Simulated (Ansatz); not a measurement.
# In chain started as a strip of triangles: period, moment and channels by functional, part 2 of 4

Wanted: the relaxed geometry and the open channels of the In chain started as a strip of triangles, by several methods.

Ansatz 0.2.0; DFT PBE, plane waves, PAW; relaxation of a chain's period (the session's first sound run).

So far. Step 2 (Relaxation of atoms and period, level PBE, cutoff 420 …): The cell's length comes to 2.908 Å with no moment.

## (3) The perfect wire, level PBE, cutoff 420 eV

This step: DFT PBE, plane waves, PAW; channels and complex bands of a perfect chain (Ansatz 0.2.0).

At the relaxed period the Bloch states of the perfect chain are found at each energy: those that move forward count the open channels, and those that decay describe how a disturbance dies away inside the wire itself. An energy step of 0.035 eV is under the 0.039 eV that the program asks for its thermal average at 300 K.

Input file input.yaml:

```yaml
crystal:
  lattice:
    - [9.0, 0.0, 0.0]
    - [0.0, 7.5, 0.0]
    - [0.0, 0.0, 2.9083055932]
  atoms:
    - { symbol: In, position: [0.337878374, 0.5, 0.0] }
    - { symbol: In, position: [0.662121626, 0.5, 0.5] }
kpoints:
  mp_grid: { grid: [1, 1, 28] }
  band_path: { path: ["Γ", Z], npoints: 60 }
scf:
  occupations: { method: fermi_dirac, width: 0.05 }
hamiltonian:
  xc: pbe
output:
  transmission:
    e_range: [-2, 2]
    de: 0.035
    kmesh: [1, 1]
    reduced_basis: true
    leads: [[0, 0]]
  dos: { projected: true, e_range: [-6, 4] }
  write_potential: true
  write_density: true
  volumetric_format: npy
  elf: true
```

Command:

```console
> ansatz run input.yaml --threads 4 --pin off --max-ram 8192MiB --backend cpu --events-out ev --progress --plain --runs-dir out
```

Numbers of over 12 decimals in the logs are rounded to 6 here.

Output:

```text
[...]
Crystal: 2 atoms, lattice volume = 196.311 Å³
Basis set: ecut = 420 eV, 3823 PW (Γ)
Bands: 17, of which v1, the nominal top of the filled ones, is band 13 counted from 1 (12 counted from 0)
Symmetry: 8 space group operations
[...]
k-points: 15 of 28
[...]
SCF iter   1: F=—  HF=-11194.408613 eV  |F-HF|=—  |Δ(HF+E_count)|=         —  Δρ=1.36e-3  dr2=9.10e-3  ethr=1.77e-3  ⟨swp⟩=6.4  Hψ=1353  notcnv=0
[...]
SCF iter   7: F=-11194.410856 eV  HF=-11194.410856 eV  |F-HF|=1.58e-9  |Δ(HF+E_count)|=   5.38e-8  Δρ=1.92e-6  dr2=1.78e-8  ethr=3.85e-10  ⟨swp⟩=4.1  Hψ=779  notcnv=0
SCF 1 converged in 7 iterations: F = -11194.410856 eV  dr2 = 1.78e-8
[...]
NSCF: frozen V_eff on 61 k-points
transmission: 4 of 24 steps passed
transmission: 8 of 24 steps passed
[...]
transmission: 24 of 24 steps passed
WARN: The output density's exchange-correlation potential varies sharply where the density is thin. Do not read a vacuum level from v_tot or v_xc, or from such a field of the output density. On a cell that repeats whose density bears no net charge and no dipole along the vacuum's axis use v_es (v_loc + v_h of the components); under efield.dipole_correction with no amplitude use v_es + v_field, which holds any externa [...]
SCF converged after 7 iterations
Free energy (F): -11194.410856 eV
[...]
Internal energy: -11194.397277 eV  (E = F + TS)
E sigma→0 (E₀):  -11194.404066 eV
Entropy (-TS):   -0.013579 eV (-6.789 meV/atom)
Fermi energy:    -0.111979 eV
[...]
--- Band table (eV; the first three rows and the last of 15) ---
  k-point 0: bands = [... 9 lower, -14.3933, -7.3779, -5.2516, -1.0388, -0.7624, 0.9712, 2.7572, 3.5906]
  k-point 1: bands = [... 9 lower, -14.3982, -7.3548, -5.2298, -1.0114, -0.7361, 0.9973, 2.7792, 3.6134]
  k-point 2: bands = [... 9 lower, -14.4124, -7.2853, -5.1642, -0.9294, -0.6573, 1.0756, 2.8453, 3.6815]
  k-point 14: bands = [... 9 lower, -14.2735, -2.4715, -2.4715, -0.4871, -0.4871, 3.5355, 3.5355, 3.7665]
--- Transmission ---
  basis      : 595 plane waves across, 4 finite elements along
  points     : 1, standing for a mesh of 1 x 1
  filling    : by the input's occupations and mesh, since the crystals that have channels conduct as metals do. If one of these is a semiconductor, that mesh has misplaced its level
  energies   : 115 from -2.000000 to 1.990000 eV about the Fermi level, 0.035000 eV apart; the leads are filled to 0.000000 eV, and channels, transmission and decay are at -0.005000 eV
  crystal 0  : In2, at the sites [0, 0], period 2.9083 Å: whole cells are its period
    offset         : up to 0.0000 Å between an atom of the period and one for which it stands
    filled         : 33.1 meV over the level at which it is neutral
    channels       : 4.000000e0 a spin
    conductance    : 4.5915e14 S/m² at 300 K; may be off by some 0.0 % by where its bands' edges are placed, 0.0 % from the distance to neutral
```

Elapsed: 29 s, on 4 threads of Arm Neoverse V1, shared host; peak memory 0.68 GiB; 1.8 min of CPU time.

This step gave:

```
energy at zero smearing                                  : -11194.4041 eV
channels at the energy nearest the Fermi level, one spin : 4
conductance of the lead as this run defines it           : 4.000 G₀
band gap                                                 : 0 eV
```

Open channels of the lead, one spin against energy, zero at the Fermi level:

```csv
energy (eV),"open channels of the lead, one spin"
-2.000,2
-1.790,2
-1.615,2
-1.405,0
-1.195,0
-0.985,2
-0.810,3
-0.600,4
-0.390,4
-0.215,4
-0.005,4
0.205,4
0.415,4
0.590,4
0.800,4
1.010,4
1.185,5
1.395,5
1.605,5
1.815,3
```

The slowest values at each energy, most degenerate partners merged, listed up to 1.5 1/Å. Table of Im kz of the slowest decaying states by energy, zero at the Fermi level:

```csv
energy (eV),decay 1 (Å⁻¹),decay 2 (Å⁻¹),decay 3 (Å⁻¹),decay 4 (Å⁻¹)
-2.000,0.475,0.541,0.790,1.07
-1.790,0.427,0.498,0.766,1.05
-1.615,0.383,0.460,0.744,1.04
-1.405,0.0140,0.320,0.408,0.718
-1.195,0.0122,0.240,0.348,0.690
-0.985,0.112,0.273,0.660,0.993
-0.810,0.189,0.633,0.978,1.000
-0.600,0.600,0.960,0.971,1.12
-0.390,0.563,0.941,0.941,1.10
-0.215,0.530,0.915,0.924,1.08
-0.005,0.487,0.883,0.903,1.06
0.205,0.439,0.850,0.882,1.03
0.415,0.385,0.816,0.859,1.01
0.590,0.332,0.786,0.839,0.985
0.800,0.252,0.749,0.814,0.958
1.010,0.129,0.710,0.788,0.931
1.185,0.675,0.765,0.907,0.975
1.395,0.632,0.735,0.878,0.945
1.605,0.585,0.704,0.848,0.915
1.815,0.0116,0.534,0.671,0.817
```

The electronic bands at the labelled points (eV, zero at the Fermi level):

```csv
point,band 11,band 12,band 13,band 14,band 15,band 16,band 17
Γ,-7.27,-5.14,-0.93,-0.65,1.08,2.87,3.70
halfway,-6.10,-4.03,0.37,0.60,2.30,3.92,3.95
Z,-2.36,-2.36,-0.38,-0.38,3.65,3.65,3.88
```

The electronic bands as a text plot (rows in eV, shown from -7.3 to 3.3 only):

```
    3.1 | *****************            **  *******        ****
    2.6 |*                            *****       ********
    2.2 |                        *****     **      ***
    1.8 |                 *******            *********
    1.3 |    *************                *******     ***
    0.9 |****                        ********    **      **
    0.4 |                        *******           *       ***
    0.0 |                ***********                **        ***
   -0.4 |*********************                        **        *
   -0.9 |*************                                  ***  ***
   -1.3 |                                                  **
   -1.8 |                                              ****  **
   -2.2 |                                           ***        **
   -2.6 |                                        ***          ***
   -3.1 |                                    ****           **
   -3.5 |                               *****            ***
   -4.0 |                          *****             ****
   -4.4 |                   *******                **
   -4.8 |        ***********                   ****
   -5.3 |********                          ****
   -5.7 |                             *****
   -6.2 |                         ****
   -6.6 |                 ********
   -7.0 |*****************
         Γ                                                      Z
```

Electrostatic potential energy in the ca plane at fractional y = 0.500, with atoms of In within 0.2 Å of it. With pseudopotentials it is smooth inside the atoms' cores, unlike the true potential.

Ten even steps from '_' (-45 eV) to '@' (4 eV), each cell a mean:
```
@@@@@@@@@@@@@@@@@@@@@@@@@@@@@@
@@@@@@@@@@@@@@@@@@@@@@@@@@@@@@
@@@@@@@@@@@@@@@@@@@@@@@@@@@@@@
@@@@@@@@@@@@@@@@@@@@@@@@@@@@@@
@@@@@@@@@@%%%%%%%%%%%%@@@@@@@@
@@@@@@%%##**++====++**##%%@@@@
@@%%%%**==::..____..::==**%%%%
%%%%##==..____________..==##%%
%%%%##++::____________::++##%%
@@%%%%##++--::....::--++##%%%%
@@@@@@%%%%##********##%%%%@@@@
@@@@@@@@@@%%%%%%%%%%%%@@@@@@@@
####%%%%%%@@@@@@@@@@@@%%%%%%##
----==**##%%%%@@@@%%%%##**==--
______::==##%%%%%%%%##==::____
________--**%%%%%%%%**--______
______..==**%%%%%%%%**==..____
::::--++##%%%%@@@@%%%%##++--::
######%%%%@@@@@@@@@@@@%%%%####
@@@@@@@@@@@@@@@@@@@@@@@@@@@@@@
@@@@@@@@@@@@@@@@@@@@@@@@@@@@@@
@@@@@@@@@@@@@@@@@@@@@@@@@@@@@@
@@@@@@@@@@@@@@@@@@@@@@@@@@@@@@
@@@@@@@@@@@@@@@@@@@@@@@@@@@@@@
```
Columns run along c (2.9 Å; values clipped at the 3rd and 97th percentile), rows up along a (9.0 Å). Atoms in or near the plane, at fractional coordinates: In at (0.00, 0.34), In at (0.50, 0.66).

ELF in the ca plane at fractional y = 0.500, with atoms of In within 0.2 Å of it. It is the smooth field of the valence electrons, not physical close to the nuclei.

Values, 24 rows by 15 columns, each cell a mean:
```
0.05 0.05 0.06 0.06 0.06 0.07 0.07 0.07 0.07 0.07 0.07 0.06 0.06 0.06 0.05
0.11 0.12 0.13 0.15 0.17 0.20 0.21 0.22 0.22 0.21 0.20 0.17 0.15 0.13 0.12
0.22 0.23 0.26 0.31 0.35 0.39 0.42 0.43 0.43 0.42 0.39 0.35 0.31 0.26 0.23
0.33 0.35 0.39 0.43 0.46 0.47 0.47 0.47 0.47 0.47 0.47 0.46 0.43 0.39 0.35
0.43 0.43 0.44 0.43 0.41 0.38 0.36 0.35 0.35 0.36 0.38 0.41 0.43 0.44 0.43
0.45 0.44 0.39 0.33 0.30 0.30 0.30 0.29 0.29 0.30 0.30 0.30 0.33 0.39 0.44
0.44 0.39 0.30 0.28 0.29 0.23 0.14 0.10 0.10 0.14 0.23 0.29 0.28 0.30 0.39
0.41 0.34 0.27 0.29 0.22 0.07 0.01 0.00 0.00 0.01 0.07 0.22 0.29 0.27 0.34
0.38 0.32 0.26 0.28 0.24 0.11 0.02 0.01 0.01 0.02 0.11 0.24 0.28 0.26 0.32
0.36 0.34 0.28 0.26 0.28 0.26 0.21 0.17 0.17 0.21 0.26 0.28 0.26 0.28 0.34
0.33 0.33 0.31 0.28 0.25 0.25 0.26 0.26 0.26 0.26 0.25 0.25 0.28 0.31 0.33
0.30 0.30 0.30 0.30 0.30 0.29 0.28 0.28 0.28 0.28 0.29 0.30 0.30 0.30 0.30
0.25 0.25 0.26 0.27 0.29 0.31 0.32 0.32 0.32 0.32 0.31 0.29 0.27 0.26 0.25
0.25 0.25 0.27 0.26 0.25 0.27 0.32 0.34 0.34 0.32 0.27 0.25 0.26 0.27 0.25
0.05 0.07 0.13 0.23 0.28 0.26 0.29 0.36 0.36 0.29 0.26 0.28 0.23 0.13 0.07
0.00 0.00 0.02 0.13 0.27 0.28 0.28 0.37 0.37 0.28 0.28 0.27 0.13 0.02 0.00
0.02 0.03 0.08 0.20 0.29 0.28 0.31 0.41 0.41 0.31 0.28 0.29 0.20 0.08 0.03
0.23 0.24 0.28 0.30 0.29 0.31 0.39 0.45 0.45 0.39 0.31 0.29 0.30 0.28 0.24
0.31 0.31 0.32 0.33 0.37 0.41 0.44 0.45 0.45 0.44 0.41 0.37 0.33 0.32 0.31
0.43 0.43 0.44 0.45 0.45 0.44 0.41 0.38 0.38 0.41 0.44 0.45 0.45 0.44 0.43
0.48 0.48 0.46 0.44 0.40 0.35 0.30 0.27 0.27 0.30 0.35 0.40 0.44 0.46 0.48
0.33 0.32 0.30 0.27 0.24 0.20 0.18 0.16 0.16 0.18 0.20 0.24 0.27 0.30 0.32
0.13 0.13 0.12 0.11 0.10 0.09 0.08 0.08 0.08 0.08 0.09 0.10 0.11 0.12 0.13
0.05 0.05 0.05 0.05 0.05 0.05 0.04 0.04 0.04 0.04 0.05 0.05 0.05 0.05 0.05
```
Columns run along c (2.9 Å), rows up along a (9.0 Å). Atoms in or near the plane, at fractional coordinates: In at (0.00, 0.34), In at (0.50, 0.66).

Valence density in the ca plane at fractional y = 0.500, with atoms of In within 0.2 Å of it. It is the smooth field of the valence electrons, not physical close to the nuclei.

Ten steps, logarithmic in the rise over the least value, from '0' (0 e/Å³) to '9' (12 e/Å³), each cell a mean:
```
000000000000000
000000000000000
000000000000000
000000000000000
001111122111110
111223444432211
222346788764322
223467999976432
223457899875432
122345677654322
111223333332211
111111111111111
222211111111222
554322111122345
887643222234678
998753222235789
987643222234678
665432111123456
332211111111223
111100000000111
000000000000000
000000000000000
000000000000000
000000000000000
```
Columns run along c (2.9 Å), rows up along a (9.0 Å). Atoms in or near the plane, at fractional coordinates: In at (0.00, 0.34), In at (0.50, 0.66).

By hand: the program gives 4.5915 × 10^14 S/m² over the cell's cross-section of 67.50 Å² = 6.750 × 10^-19 m², so one cell conducts 3.099 × 10^-4 S. Divided by G0 = 2e²/h = 7.748 × 10^-5 S this is 4.00 G0, a resistance of 3.23 kΩ.

At the computed energy nearest the Fermi level there are 4 channels a spin, and the thermal average gives 4.00 G₀.

## (4) Relaxation of atoms and period

This step: DFT PBEsol, plane waves, PAW; relaxation of a chain's period (Ansatz 0.2.0).

The relaxation is repeated under another functional. PBEsol weakens PBE's gradient terms and usually lands between LDA and PBE.

Input file input.yaml:

```yaml
crystal:
  lattice:
    - [9.0, 0.0, 0.0]
    - [0.0, 7.5, 0.0]
    - [0.0, 0.0, 2.77894]
  atoms:
    - { symbol: In, position: [0.368097778, 0.5, 0.0], spin: 0.5 }
    - { symbol: In, position: [0.631902222, 0.5, 0.5], spin: 0.5 }
magnetization:
  spin_polarized: true
kpoints:
  mp_grid: { grid: [1, 1, 29] }
scf:
  occupations: { method: fermi_dirac, width: 0.05 }
hamiltonian:
  xc: pbesol
relax:
  cell: { fix: [a, b, alpha, beta, gamma] }
  max_steps: 60
```

Output:

```text
[...]
Crystal: 2 atoms, lattice volume = 187.578 Å³
Basis set: ecut = 420 eV, 3687 PW (Γ), exchange–correlation on 128×108×40 points (8 copies of the dense FFT grid, shifted against one another)
Bands: 18, of which v1, the nominal top of the filled ones, is band 13 counted from 1 (12 counted from 0)
Symmetry: 8 space group operations
[...]
0.000000       0.236572       0.000000
        0.000000       0.000000      -0.005060
  P = ⅓ Tr σ = -0.1396 GPa (-1.396 kbar)
--- Relaxed structure (4 steps of the walk, 4 accepted, 1 SCFs on fresh bases) ---
[...]
cell:  # Å, volume = 191.0804 Å³
    - [9.0, 0.0, 0.0]
    - [0.0, 7.5, 0.0]
    - [0.0, 0.0, 2.830821]
  atoms:
    - { symbol: In, position: [0.344098, 0.5, 0.0] }
    - { symbol: In, position: [0.655902, 0.5, 0.5] }
[key lines of the parts left out:]
SCF converged after 7 iterations
Magnetization: 0.0000 μB (13.0000 up, 13.0000 down)
Free energy (F): -11049.203929 eV
Fermi energy:    -0.171205 eV
```

The job ended after 12 s (4 threads; peak memory 0.5 GiB).

Step by step:

```csv
step,energy less that of the first step (eV),largest force component (eV/Å),pressure (GPa),volume (Å³)
1,0.0000,1.9123,1.72,187.58
2,-0.3465,0.1112,0.24,188.44
3,-0.3532,0.0436,0.04,189.74
4,-0.3552,0.0001,-0.14,191.08
5*,-0.3554,0.0001,-0.14,191.08
```

Relaxation steps marked * repeat the geometry before them on a plane-wave basis chosen anew for their cell, so energy and pressure can jump there.

Forces are held to the 8 operations that the run works with; a distortion that breaks them can't arise in this run.

```csv
cell as run,before,after,change
c (Å),2.779,2.831,+1.9 %
```

The atoms that moved most (Å, along periodic axes as changes of fractional coordinates times the final cell, across vacuum about the mean position):

```csv
atom,dx,dy,dz,length
In1,-0.216,0.000,0.000,0.216
In2,0.216,0.000,0.000,0.216
```

Final coordinates:

```xyz
2
Lattice="9.0000 0.0000 0.0000 0.0000 7.5000 0.0000 0.0000 0.0000 2.8308" Properties=species:S:1:pos:R:3
In    3.0969    3.7500    0.0000
In    5.9031    3.7500    1.4154
```

The cell's length comes to 2.831 Å, -2.7 % against the first run, with no moment.

## (5) Bands of the perfect wire, level PBEsol, cutoff 420 eV

This step: DFT PBEsol, plane waves, PAW; channels and complex bands of a perfect chain (Ansatz 0.2.0).

The channels are counted again under PBEsol, at the period that it gave.

Input file input.yaml:

```yaml
crystal:
  lattice:
    - [9.0, 0.0, 0.0]
    - [0.0, 7.5, 0.0]
    - [0.0, 0.0, 2.8308213736]
  atoms:
    - { symbol: In, position: [0.344097598, 0.5, 0.0] }
    - { symbol: In, position: [0.655902402, 0.5, 0.5] }
kpoints:
  mp_grid: { grid: [1, 1, 29] }
  band_path: { path: ["Γ", Z], npoints: 60 }
scf:
  occupations: { method: fermi_dirac, width: 0.05 }
hamiltonian:
  xc: pbesol
output:
  transmission:
    e_range: [-2, 2]
    de: 0.035
    kmesh: [1, 1]
    reduced_basis: true
    leads: [[0, 0]]
  dos: { projected: true, e_range: [-6, 4] }
```

Output:

```text
[...]
Crystal: 2 atoms, lattice volume = 191.080 Å³
Basis set: ecut = 420 eV, 3755 PW (Γ)
Bands: 17, of which v1, the nominal top of the filled ones, is band 13 counted from 1 (12 counted from 0)
Symmetry: 8 space group operations
[...]
k-points: 15 of 29
[...]
k-point 14: bands = [... 9 lower, -14.1802, -2.8913, -2.1406, -0.6800, 0.0515, 3.4662, 3.7234, 3.8596]
--- Transmission ---
  basis      : 595 plane waves across, 4 finite elements along
  points     : 1, standing for a mesh of 1 x 1
[...]
crystal 0  : In2, at the sites [0, 0], period 2.8308 Å: whole cells are its period
[...]
filled         : 7.5 meV over the level at which it is neutral
    channels       : 4.000000e0 a spin
[...]
[key lines of the parts left out:]
SCF converged after 7 iterations
Free energy (F): -11049.203935 eV
Fermi energy:    -0.171092 eV
```

Run time: 25 s. Hardware: 4 threads; peak memory 0.68 GiB.

At the computed energy nearest the Fermi level there are 4 channels a spin, and the thermal average gives 4.00 G₀.

## (6) The relaxed wire

This step: DFT LDA, plane waves, PAW; relaxation of a chain's period (Ansatz 0.2.0).

The relaxation is repeated under another functional. LDA has no gradient terms and tends to overbind, so it marks the short end of the likely bond lengths.

Input file input.yaml:

```yaml
crystal:
  lattice:
    - [9.0, 0.0, 0.0]
    - [0.0, 7.5, 0.0]
    - [0.0, 0.0, 2.77894]
  atoms:
    - { symbol: In, position: [0.368097778, 0.5, 0.0], spin: 0.5 }
    - { symbol: In, position: [0.631902222, 0.5, 0.5], spin: 0.5 }
magnetization:
  spin_polarized: true
kpoints:
  mp_grid: { grid: [1, 1, 29] }
scf:
  occupations: { method: fermi_dirac, width: 0.05 }
hamiltonian:
  xc: lda
relax:
  cell: { fix: [a, b, alpha, beta, gamma] }
  max_steps: 60
```

Output:

```text
[...]
Crystal: 2 atoms, lattice volume = 187.578 Å³
Basis set: ecut = 420 eV, 3687 PW (Γ)
Bands: 18, of which v1, the nominal top of the filled ones, is band 13 counted from 1 (12 counted from 0)
Symmetry: 8 space group operations
[...]
k-points: 15 of 29
[...]
Starting moments: Σ|m| = 1 μB on 2 of 2 sites
[...]
0.000000       0.240137       0.000000
        0.000000       0.000000       0.000199
  P = ⅓ Tr σ = -0.1435 GPa (-1.435 kbar)
--- Relaxed structure (4 steps of the walk, 4 accepted, 1 SCFs on fresh bases) ---
[...]
cell:  # Å, volume = 188.4697 Å³
    - [9.0, 0.0, 0.0]
    - [0.0, 7.5, 0.0]
    - [0.0, 0.0, 2.792144]
  atoms:
    - { symbol: In, position: [0.346673, 0.5, 0.0] }
    - { symbol: In, position: [0.653327, 0.5, 0.5] }
[key lines of the parts left out:]
SCF converged after 4 iterations
Magnetization: -0.0000 μB (13.0000 up, 13.0000 down)
Free energy (F): -10912.594151 eV
Fermi energy:    -0.337303 eV
```

It took 9.3 s on 4 threads; peak memory 0.47 GiB.

Relaxation path:

```csv
step,energy less that of the first step (eV),largest force component (eV/Å),pressure (GPa),volume (Å³)
1,0.0000,1.7085,1.34,187.58
2,-0.2801,0.0114,-0.06,187.60
3,-0.2808,0.0033,-0.12,188.24
4,-0.2809,0.0003,-0.14,188.47
5*,-0.2809,0.0003,-0.14,188.47
```

Relaxation steps marked * repeat the geometry before them on a plane-wave basis chosen anew for their cell, so energy and pressure can jump there.

Forces are held to the 8 operations that the run works with; a distortion that breaks them can't arise in this run.

```csv
cell as run,before,after,change
c (Å),2.779,2.792,+0.5 %
```

The atoms that moved most (Å, along periodic axes as changes of fractional coordinates times the final cell, across vacuum about the mean position):

```csv
atom,dx,dy,dz,length
In1,-0.193,0.000,0.000,0.193
In2,0.193,0.000,0.000,0.193
```

Final coordinates:

```xyz
2
Lattice="9.0000 0.0000 0.0000 0.0000 7.5000 0.0000 0.0000 0.0000 2.7921" Properties=species:S:1:pos:R:3
In    3.1201    3.7500    0.0000
In    5.8799    3.7500    1.3961
```

The cell's length comes to 2.792 Å, -4.0 % against the first run, with no moment.

## (7) The perfect wire, level LDA, cutoff 420 eV

This step: DFT LDA, plane waves, PAW; channels and complex bands of a perfect chain (Ansatz 0.2.0).

The channels are counted again under LDA, at the period that it gave.

Input file input.yaml:

```yaml
crystal:
  lattice:
    - [9.0, 0.0, 0.0]
    - [0.0, 7.5, 0.0]
    - [0.0, 0.0, 2.7921444185]
  atoms:
    - { symbol: In, position: [0.346672558, 0.5, 0.0] }
    - { symbol: In, position: [0.653327442, 0.5, 0.5] }
kpoints:
  mp_grid: { grid: [1, 1, 29] }
  band_path: { path: ["Γ", Z], npoints: 60 }
scf:
  occupations: { method: fermi_dirac, width: 0.05 }
hamiltonian:
  xc: lda
output:
  transmission:
    e_range: [-2, 2]
    de: 0.035
    kmesh: [1, 1]
    reduced_basis: true
    leads: [[0, 0]]
  dos: { projected: true, e_range: [-6, 4] }
```

Output:

```text
[...]
Crystal: 2 atoms, lattice volume = 188.470 Å³
Basis set: ecut = 420 eV, 3703 PW (Γ)
Bands: 17, of which v1, the nominal top of the filled ones, is band 13 counted from 1 (12 counted from 0)
Symmetry: 8 space group operations
[...]
k-points: 15 of 29
[...]
k-point 14: bands = [... 9 lower, -14.2789, -3.0841, -2.3096, -0.7779, -0.0254, 3.3644, 3.6923, 3.7664]
--- Transmission ---
  basis      : 595 plane waves across, 4 finite elements along
  points     : 1, standing for a mesh of 1 x 1
[...]
crystal 0  : In2, at the sites [0, 0], period 2.7921 Å: whole cells are its period
[...]
filled         : 2.3 meV under the level at which it is neutral
    channels       : 4.000000e0 a spin
[...]
[key lines of the parts left out:]
SCF converged after 7 iterations
Free energy (F): -10912.594151 eV
Fermi energy:    -0.337241 eV
```

Run time: 23 s. Hardware: 4 threads; peak memory 0.66 GiB; 82 s of CPU time.

At the computed energy nearest the Fermi level there are 4 channels a spin, and the thermal average gives 4.00 G₀.

(Part 2 of 4 ends here.)

[Logs are printed without paths, hosts, clocks, repeated set-up lines and the standing remarks that a program may print on its own settings, such as how far it seeks lower states.]

[Hosts, paths, dates, database ids (printed as entryN), source tags and the programs' standing remarks are cut or masked in the printed files.]
